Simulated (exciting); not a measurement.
# Electron–core-hole interaction in the F K spectrum of CdF2, part 2 of 2

Wanted: the near-edge spectrum and the bound core excitons at the F K edge of CdF2.

exciting sodium; X-ray absorption, core-level Bethe-Salpeter equation, exchange and statically screened direct term, Tamm-Dancoff, all-electron LAPW+lo LDA.

So far. Step 3 (A richer basis for the empty states): Against the first ground state the total energy moves by -9 meV an atom and the gap by -0.01 eV.

**4. Screening, kernels and BSE for F atom 2**

The absorber has 4 Cd at 2.33 Å (tetrahedral, site symmetry -43m).

Contents of input.xml:

```
<input>
  <title>CdF2</title>
  <structure speciespath="." autormt="false" epslat="1.0e-5">
    <crystal>
      <basevect>0.0000000000 5.0909221788 5.0909221788</basevect>
      <basevect>5.0909221788 0.0000000000 5.0909221788</basevect>
      <basevect>5.0909221788 5.0909221788 0.0000000000</basevect>
    </crystal>
    <species speciesfile="Cd.xml" rmt="2.240">
      <atom coord="0.0000000000 0.0000000000 0.0000000000"/>
    </species>
    <species speciesfile="F.xml" rmt="2.037">
      <atom coord="0.7500000000 0.7500000000 0.7500000000"/>
      <atom coord="0.2500000000 0.2500000000 0.2500000000"/>
    </species>
  </structure>
  <groundstate do="skip" xctype="LDA_PW" ngridk="5 5 5" rgkmax="7" gmaxvr="14" nempty="8" swidth="0.001" maxscl="100" epsengy="1e-5"/>
  <xs xstype="BSE" ngridk="5 5 5" ngridq="5 5 5" vkloff="0.097 0.273 0.493" rgkmax="7" nempty="20" gqmax="3" lmaxapwwf="5" lmaxemat="2" broad="0.01654" tevout="true">
    <energywindow intv="23.453 25.070" points="439"/>
    <screening screentype="full" nempty="37"/>
    <BSE xas="true" xasspecies="2" xasatom="1" xasedge="K" bsetype="singlet" nstlxas="1 16"/>
    <qpointset>
      <qpoint>0 0 0</qpoint>
    </qpointset>
    <plan>
      <doonly task="xsgeneigvec"/>
      <doonly task="writepmatxs"/>
      <doonly task="scrgeneigvec"/>
      <doonly task="scrwritepmat"/>
      <doonly task="screen"/>
      <doonly task="scrcoulint"/>
      <doonly task="exccoulint"/>
    </plan>
  </xs>
</input>
```

Contents of input.xml for the last start (plan only):

```
  <plan>
    <doonly task="bse"/>
  </plan>
```

On the command line:

```bash
> OMP_NUM_THREADS=1 mpirun -n 2 exciting
> OMP_NUM_THREADS=2 exciting
```

Numbers of over 12 decimals in the logs are rounded to 6 here.

The program printed:

```text
| EXCITING SODIUM started for task xsgeneigvec ( 301)                          =
One-shot GS runs for BSE calculations
One-shot GS runs for k+qmt/2 grids
Info(xsgeneigvec): Generating eigenvectors for Q-point      1
Info(xsgeneigvec): Generation of eigenvectors finished
| EXCITING SODIUM started for task writepmatxs ( 320)                          =
Info(writepmatxs): Momentum matrix elements finished
| EXCITING SODIUM started for task scrgeneigvec ( 401)                         =
One-shot GS runs for BSE calculations
One-shot GS runs for k+qmt/2 grids
Info(xsgeneigvec): Generating eigenvectors for Q-point      1
Using screening GS parameters.
Info(xsgeneigvec): Generation of eigenvectors finished
| EXCITING SODIUM started for task scrwritepmat ( 420)                         =
Info(writepmatxs): Momentum matrix elements finished
Info(scrwritepmat): Momentum matrix elements for screening finished
| EXCITING SODIUM started for task screen ( 430)                               =
Info(screenlauncher): Calculating screening for unshifted q-grid.
Info(screenlauncher): Number of q points:      10
Info(screenlauncher): lowest (partially)  unoccupied state:     17
Info(screenlauncher): highest (partially) occupied state  :     16
Info(screenlauncher): number of occupied states considered:   16
Info(screenlauncher): number of unoccupied states considered:   38
Info(screenlauncher): Starting loop over q-points
Info(screenlauncher): Screening for unshifted q-grid finished
Info(screenlauncher): Screening finished
| EXCITING SODIUM started for task scrcoulint ( 440)                           =
Info(scrcoulintlauncher): Setting up screened Coulomb interaction matrix W.
Info(scrcoulintlauncher): Using momentum transfer vectors from list :   1 to  1
Info(scrcoulintlauncher): Calculating screened Coulomb interaction matrix W
Info(scrcoulintlauncher): Momentum transfer list index: iqmt=  1
Info(scrcoulintlauncher): Momentum transfer: vqmtl=   0.000   0.000   0.000
Info(scrcoulintlauncher): Calculating RR block of W
Info(scrcoulint): Inspecting occupations...
Info(setranges_modxs): Number of non-reduced k-points:      125
Info(setranges_modxs): Number of states considered:       37
Info(setranges_modxs): Number of (partially) occupied states:        2
Info(setranges_modxs): Highest (partially) occupied states:       16
Info(setranges_modxs): Number of (partially) unoccupied states:       21
Info(setranges_modxs): Lowest (partially) unoccupied states:       17
Info(scrcoulint): Selecting transitions...
Info(select_transitions): Inspecting transitions in the  band interval:
  lowest occupied state:   1
  highest occupied state:   2
  lowest unoccupied state:  17
  highest unoccupied state:  32
  Opening gap with a scissor of:      0.000/H      0.000/eV
Info(select_transitions): Number of participating transitions:    4000
Info(scrcoulint): Size of file SCCLI will be about     0.120163 GB
Info(scrcoulint): Using q-grid
Info(scrcoulint): Number of reduced q-points:     10
Info(scrcoulint): Number of non-reduced q-points:    125
Info(scrcoulint): Calculating W(G1,G2,qr) fourier coefficients
Info(scrcoulint): Calculating W matrix elements
Info(scrcoulintlauncher): Screened coulomb interaction finished for iqmt=   1
| EXCITING SODIUM started for task exccoulint ( 441)                           =
Info(exccoulintlauncher): Setting up exchange interaction matrix V.
Info(exccoulintlauncher): Using momentum transfer vectors from list :   1 to  1
Info(exccoulintlauncher):Calculating exchange interaction matrix V
Info(exccoulintlauncher): Momentum transfer list index: iqmt=  1
Info(exccoulintlauncher): Momentum transfer: vqmtl=   0.000   0.000   0.000
Info(exccoulintlauncher): Calculating RR block of V
Info(exccoulint): Inspecting occupations...
Info(setranges_modxs): Number of non-reduced k-points:      125
Info(setranges_modxs): Number of states considered:       37
Info(setranges_modxs): Number of (partially) occupied states:        2
Info(setranges_modxs): Highest (partially) occupied states:       16
Info(setranges_modxs): Number of (partially) unoccupied states:       21
Info(setranges_modxs): Lowest (partially) unoccupied states:       17
Info(exccoulint): Selecting transitions...
Info(select_transitions): Inspecting transitions in the  band interval:
  lowest occupied state:   1
  highest occupied state:   2
  lowest unoccupied state:  17
  highest unoccupied state:  32
  Opening gap with a scissor of:      0.000/H      0.000/eV
Info(select_transitions): Number of participating transitions:    4000
Info(exccoulint): Size of file EXCLI will be about     0.120163 GB
Info(exccoulint): Generating plane wave matrix elements for momentum transfer iqmt=   1
  Timing (in seconds)	   :     401.580
Info(exccoulint): Generating V matrix elements
Info(exccoulint): Zeroing Coulomb potential at G+qmt index:  1
Info(exccoulintlauncher): Exchange interaction finished for iqmt=   1
| EXCITING SODIUM started for task bse ( 445)                                  =
Info(bselauncher): Init time:    0.719472
Info(bselauncher): Setting up and diagonalizing BSE Hamiltonian.
Info(bselauncher): Using momentum transfer vectors from list :   1 to  1
Info(bselauncher): Distributing qmt-points over   1 processes.
Info(bselauncher): BSE type: singlet
Info(bselauncher): Momentum transfer list index: iqmt=  1
Info(bselauncher): Momentum transfer: vqmtl=   0.000   0.000   0.000
Info(bse): Inspecting occupations...
Info(setranges_modxs): Number of non-reduced k-points:      125
Info(setranges_modxs): Number of states considered:       37
Info(setranges_modxs): Number of (partially) occupied states:        2
Info(setranges_modxs): Highest (partially) occupied states:       16
Info(setranges_modxs): Number of (partially) unoccupied states:       21
Info(setranges_modxs): Lowest (partially) unoccupied states:       17
Info(select_transitions): Inspecting transitions in the  band interval:
  lowest occupied state:   1
  highest occupied state:   2
  lowest unoccupied state:  17
  highest unoccupied state:  32
  Opening gap with a scissor of:      0.000/H      0.000/eV
Info(select_transitions): Number of participating transitions:    4000
Info(bse): Selecting transitions...
Info(bse):bsegap (eV):   650.492497
Info(bse): Assembling BSE matrix
  RR/RA blocks of global BSE-Hamiltonian:
  Size of the Hamiltonian:    4000
  Number of k-points:     125
  Distributing matrix to   1 processes
  Local matrix shape   4000 x  4000
Info(bse): max local RAM needed for BSE matrices ~     0.238419 GB
Info(setup_bse_block): Setting up RR part of hamiltonian
Info(setup_bse_block): Singlet spin state
Info(bse): Diagonalizing RR Hamiltonian (TDA)
Info(bse): Invoking Lapack routine ZHEEVR
      4000 eigen solutions found in the interval:
         i1=       1 i2=    4000
Info(bse): Writing excition energies and oscillator strengths to text file.
Info(makespectrum_dist): Making spectrum using formula for coupling with time reversed AR basis.
Info(makespectrum_dist): Using formalism for vanishing momentum transfer.
Info(writederived): Writing quantities derived from the macroscopic dielectric function.
Info(bselauncher): Spectrum finished for iqmt=  1
Info(bselauncher): All done for BSE type singlet
```

The job ended after 21 min (2 MPI ranks of Arm Neoverse V1, shared host).

Wall time by task: xsgeneigvec 6.2 s, writepmatxs 11 s, scrgeneigvec 9.8 s, scrwritepmat 3 s, screen 2.7 min, scrcoulint 9.5 min, exccoulint 6.7 min, bse 62 s.

The F K spectrum of F atom 2 (energy from the Kohn–Sham onset, core level to the lowest empty state found on the meshes used, 650.19 eV; the ground-state mesh sets it, and the shifted mesh has its lowest transition 0.30 eV above it; Im ε scaled to the maximum of the singlet run; cut below the end of the band set):

```tsv
E (eV)	Im ε
-3.5	0.02
-3.0	0.03
-2.5	0.04
-2.0	0.05
-1.5	0.06
-1.0	0.09
-0.5	0.17
0.0	0.33
0.5	0.57
1.0	0.84
1.5	0.99
2.0	0.96
2.5	0.81
3.0	0.56
3.5	0.39
4.0	0.31
4.5	0.38
5.0	0.73
5.5	0.61
6.0	0.51
6.5	0.39
7.0	0.37
7.5	0.50
8.0	0.64
8.5	0.67
9.0	0.58
9.5	0.41
10.0	0.30
10.5	0.21
11.0	0.17
11.5	0.16
12.0	0.16
12.5	0.17
13.0	0.17
13.5	0.21
14.0	0.31
14.5	0.33
15.0	0.30
15.5	0.30
16.0	0.41
16.5	0.55
17.0	0.54
17.5	0.43
18.0	0.40
18.5	0.35
19.0	0.30
19.5	0.24
20.0	0.18
20.5	0.15
21.0	0.13
21.5	0.12
22.0	0.11
22.5	0.10
23.0	0.09
23.5	0.09
24.0	0.09
24.5	0.11
```

Maxima (height): 1.6 eV (1.00), 5.1 eV (0.76), 8.5 eV (0.67), 14.3 eV (0.34) and 16.8 eV (0.58).

The Hamiltonian has 4000 rows. The lowest groups of eigenvalues and the brightest ones, on the scale above (the program counts from the shifted mesh's onset, 0.30 eV higher). Core spinors bring spin-forbidden partners, so dark means forbidden by spin or by symmetry, and the shifted mesh splits states that symmetry would keep together:

```tsv
energy (eV)	states within 10 meV	relative strength
-0.583	2	0.0069
-0.146	2	0.13
0.088	2	0.20
0.210	2	0.25
0.421	2	0.22
0.595	2	0.36
0.982	2	0.65
1.063	4	0.66
1.464	2	0.46
1.638	2	0.53
5.055	2	0.88
5.080	3	0.97
5.096	1	1.00
```

**5. Independent particles**

input.xml: that of step 4 with these lines changed.

```diff
@@ -20,3 +20,3 @@
     <screening screentype="full" nempty="37"/>
-    <BSE xas="true" xasspecies="2" xasatom="1" xasedge="K" bsetype="singlet" nstlxas="1 16"/>
+    <BSE xas="true" xasspecies="2" xasatom="1" xasedge="K" bsetype="IP" nstlxas="1 16"/>
     <qpointset>
@@ -25,9 +25,3 @@
     <plan>
-      <doonly task="xsgeneigvec"/>
-      <doonly task="writepmatxs"/>
-      <doonly task="scrgeneigvec"/>
-      <doonly task="scrwritepmat"/>
-      <doonly task="screen"/>
-      <doonly task="scrcoulint"/>
-      <doonly task="exccoulint"/>
+      <doonly task="bse"/>
     </plan>
```

On the command line:

```bash
> OMP_NUM_THREADS=2 exciting
```

The program printed:

```text
| EXCITING SODIUM started for task bse ( 445)                                  =
Info(bselauncher): Init time:    0.751057
Info(bselauncher): Setting up and diagonalizing BSE Hamiltonian.
Info(bselauncher): Using momentum transfer vectors from list :   1 to  1
Info(bselauncher): Distributing qmt-points over   1 processes.
Info(bselauncher): BSE type: IP
Info(bselauncher): Momentum transfer list index: iqmt=  1
Info(bselauncher): Momentum transfer: vqmtl=   0.000   0.000   0.000
Info(bse): Inspecting occupations...
Info(setranges_modxs): Number of non-reduced k-points:      125
[...]
highest unoccupied state:  32
  Opening gap with a scissor of:      0.000/H      0.000/eV
Info(select_transitions): Number of participating transitions:    4000
Info(bse): Selecting transitions...
Info(bse):bsegap (eV):   650.492497
Info(bse): IP requested, nothing much to do
Info(bse): Writing excition energies and oscillator strengths to text file.
Info(makespectrum_dist): Making spectrum using formula for coupling with time reversed AR basis.
Info(makespectrum_dist): Using formalism for vanishing momentum transfer.
Info(writederived): Writing quantities derived from the macroscopic dielectric function.
Info(bselauncher): Spectrum finished for iqmt=  1
Info(bselauncher): All done for BSE type IP
```

It took 1.5 s on 2 threads.

Maxima (height): 4.4 eV (0.67), 7.0 eV (0.55), 10.7 eV (0.85), 15.8 eV (0.29) and 19.2 eV (0.67). Against the singlet run the r.m.s. difference is 78 %. Moving the earlier curve by +2.4 eV leaves 36 %. The highest maximum lies at 10.7 eV (0.85), against 1.6 eV (1.00).

**6. Exchange alone**

input.xml: that of step 5 with these lines changed.

```diff
@@ -20,3 +20,3 @@
     <screening screentype="full" nempty="37"/>
-    <BSE xas="true" xasspecies="2" xasatom="1" xasedge="K" bsetype="IP" nstlxas="1 16"/>
+    <BSE xas="true" xasspecies="2" xasatom="1" xasedge="K" bsetype="RPA" nstlxas="1 16"/>
     <qpointset>
```

On the command line:

```bash
> OMP_NUM_THREADS=2 exciting
```

The program printed:

```text
| EXCITING SODIUM started for task bse ( 445)                                  =
Info(bselauncher): Init time:    0.718889
Info(bselauncher): Setting up and diagonalizing BSE Hamiltonian.
Info(bselauncher): Using momentum transfer vectors from list :   1 to  1
Info(bselauncher): Distributing qmt-points over   1 processes.
Info(bselauncher): BSE type: RPA
Info(bselauncher): Momentum transfer list index: iqmt=  1
Info(bselauncher): Momentum transfer: vqmtl=   0.000   0.000   0.000
Info(bse): Inspecting occupations...
Info(setranges_modxs): Number of non-reduced k-points:      125
[...]
Info(setup_bse_block): Setting up RR part of hamiltonian
Info(setup_bse_block): Using RPA approximation
Info(bse): Diagonalizing RR Hamiltonian (TDA)
Info(bse): Invoking Lapack routine ZHEEVR
      4000 eigen solutions found in the interval:
         i1=       1 i2=    4000
Info(bse): Writing excition energies and oscillator strengths to text file.
Info(makespectrum_dist): Making spectrum using formula for coupling with time reversed AR basis.
Info(makespectrum_dist): Using formalism for vanishing momentum transfer.
Info(writederived): Writing quantities derived from the macroscopic dielectric function.
Info(bselauncher): Spectrum finished for iqmt=  1
Info(bselauncher): All done for BSE type RPA
```

Elapsed: 60 s, on 2 threads.

Maxima (height): 4.4 eV (0.66), 7.0 eV (0.55), 10.7 eV (0.85), 15.8 eV (0.29) and 19.2 eV (0.67). Against the independent-particle run the r.m.s. difference is 1 %.

**7. Direct term alone**

input.xml: that of step 6 with these lines changed.

```diff
@@ -20,3 +20,3 @@
     <screening screentype="full" nempty="37"/>
-    <BSE xas="true" xasspecies="2" xasatom="1" xasedge="K" bsetype="RPA" nstlxas="1 16"/>
+    <BSE xas="true" xasspecies="2" xasatom="1" xasedge="K" bsetype="triplet" nstlxas="1 16"/>
     <qpointset>
```

On the command line:

```bash
> OMP_NUM_THREADS=2 exciting
```

The program printed:

```text
| EXCITING SODIUM started for task bse ( 445)                                  =
Info(bselauncher): Init time:    0.724581
Info(bselauncher): Setting up and diagonalizing BSE Hamiltonian.
Info(bselauncher): Using momentum transfer vectors from list :   1 to  1
Info(bselauncher): Distributing qmt-points over   1 processes.
Info(bselauncher): BSE type: triplet
Info(bselauncher): Momentum transfer list index: iqmt=  1
Info(bselauncher): Momentum transfer: vqmtl=   0.000   0.000   0.000
Info(bse): Inspecting occupations...
[...]
Info(setup_bse_block): Setting up RR part of hamiltonian
Info(setup_bse_block): Triplet spin state
Info(bse): Diagonalizing RR Hamiltonian (TDA)
Info(bse): Invoking Lapack routine ZHEEVR
      4000 eigen solutions found in the interval:
         i1=       1 i2=    4000
Info(bse): Writing excition energies and oscillator strengths to text file.
Info(makespectrum_dist): Making spectrum using formula for coupling with time reversed AR basis.
Info(makespectrum_dist): Using formalism for vanishing momentum transfer.
Info(writederived): Writing quantities derived from the macroscopic dielectric function.
Info(bselauncher): Spectrum finished for iqmt=  1
Info(bselauncher): All done for BSE type triplet
```

The job ended after 60 s (2 threads).

Maxima (height): 1.6 eV (1.02), 5.1 eV (0.77), 8.4 eV (0.67), 14.3 eV (0.34) and 16.8 eV (0.57). The spectrum differs from the singlet run by 2 % r.m.s.

**8. From independent particles to the full kernel**

```tsv
level	curve passes 0.15 (eV)	highest maximum (eV)	its height
IP	1.9	10.7	0.85
RPA	1.9	10.7	0.85
direct only	-0.6	1.6	1.02
singlet	-0.5	1.6	1.00
```

```tsv
E (eV)	IP	RPA	direct only	singlet
-3.0	0.01	0.01	0.03	0.03
-2.0	0.01	0.01	0.05	0.05
-1.0	0.02	0.02	0.10	0.09
0.0	0.03	0.03	0.34	0.33
1.0	0.08	0.07	0.88	0.84
2.0	0.16	0.16	0.97	0.96
3.0	0.30	0.29	0.56	0.56
4.0	0.59	0.57	0.31	0.31
5.0	0.50	0.50	0.74	0.73
6.0	0.27	0.27	0.51	0.51
7.0	0.55	0.55	0.37	0.37
8.0	0.32	0.32	0.64	0.64
9.0	0.41	0.40	0.56	0.58
10.0	0.70	0.69	0.29	0.30
11.0	0.81	0.82	0.17	0.17
12.0	0.36	0.37	0.16	0.16
13.0	0.22	0.22	0.17	0.17
14.0	0.16	0.16	0.31	0.31
15.0	0.23	0.23	0.29	0.30
16.0	0.28	0.28	0.41	0.41
17.0	0.27	0.26	0.54	0.54
18.0	0.44	0.44	0.40	0.40
19.0	0.66	0.66	0.29	0.30
20.0	0.64	0.65	0.18	0.18
21.0	0.46	0.47	0.13	0.13
22.0	0.29	0.30	0.10	0.11
23.0	0.21	0.22	0.09	0.09
24.0	0.15	0.15	0.09	0.09
```

**9. Outcome**

| Quantity | Value |
| --- | --- |
| absorber and edge | F K, atom 2 |
| surroundings | 4 Cd at 2.33 Å (tetrahedral, site symmetry -43m) |
| first bright state | -0.15 eV from the Kohn–Sham onset, on this mesh |
| highest maximum | 1.6 eV |
| cost of the BSE run | 21 min on 2 MPI ranks of Arm Neoverse V1, shared host; the last task ran on as many threads |

In words: Is a core exciton bound? Undecided on this mesh: the first bright state (over 5 % of the brightest) lies at -0.15 eV from the Kohn–Sham onset and at -0.45 eV from the lowest bare transition of its own mesh; weaker or dark states reach down to -0.58 eV. Exchange alone changes the independent-particle spectrum by 1.5 % r.m.s. Leaving exchange out of the full kernel changes the spectrum by 1.8 % r.m.s. Binding energies aren't converged on 125 k points. Exchange and the short-range direct term aren't converged in the kernel cutoff. The zero comes from the unshifted 5×5×5 ground-state mesh; it is exact only where the band minimum lies on that mesh. The Kohn–Sham onset, 650 eV, is no photon energy: the scale needs a rigid shift. Bands and screening come from semilocal DFT, whose small gap overscreens. Vibrations and energy-dependent lifetimes are left out. The structure is a published determination, not relaxed.

[Banner, clock and machine lines of the logs are left out without a mark of their own.]

[Logs are printed without paths, hosts, clocks, repeated set-up lines and the standing remarks that a program may print on its own settings, such as how far it seeks lower states.]

[Hosts, paths, dates, database ids (printed as entryN), source tags and the programs' standing remarks are cut or masked in the printed files.]
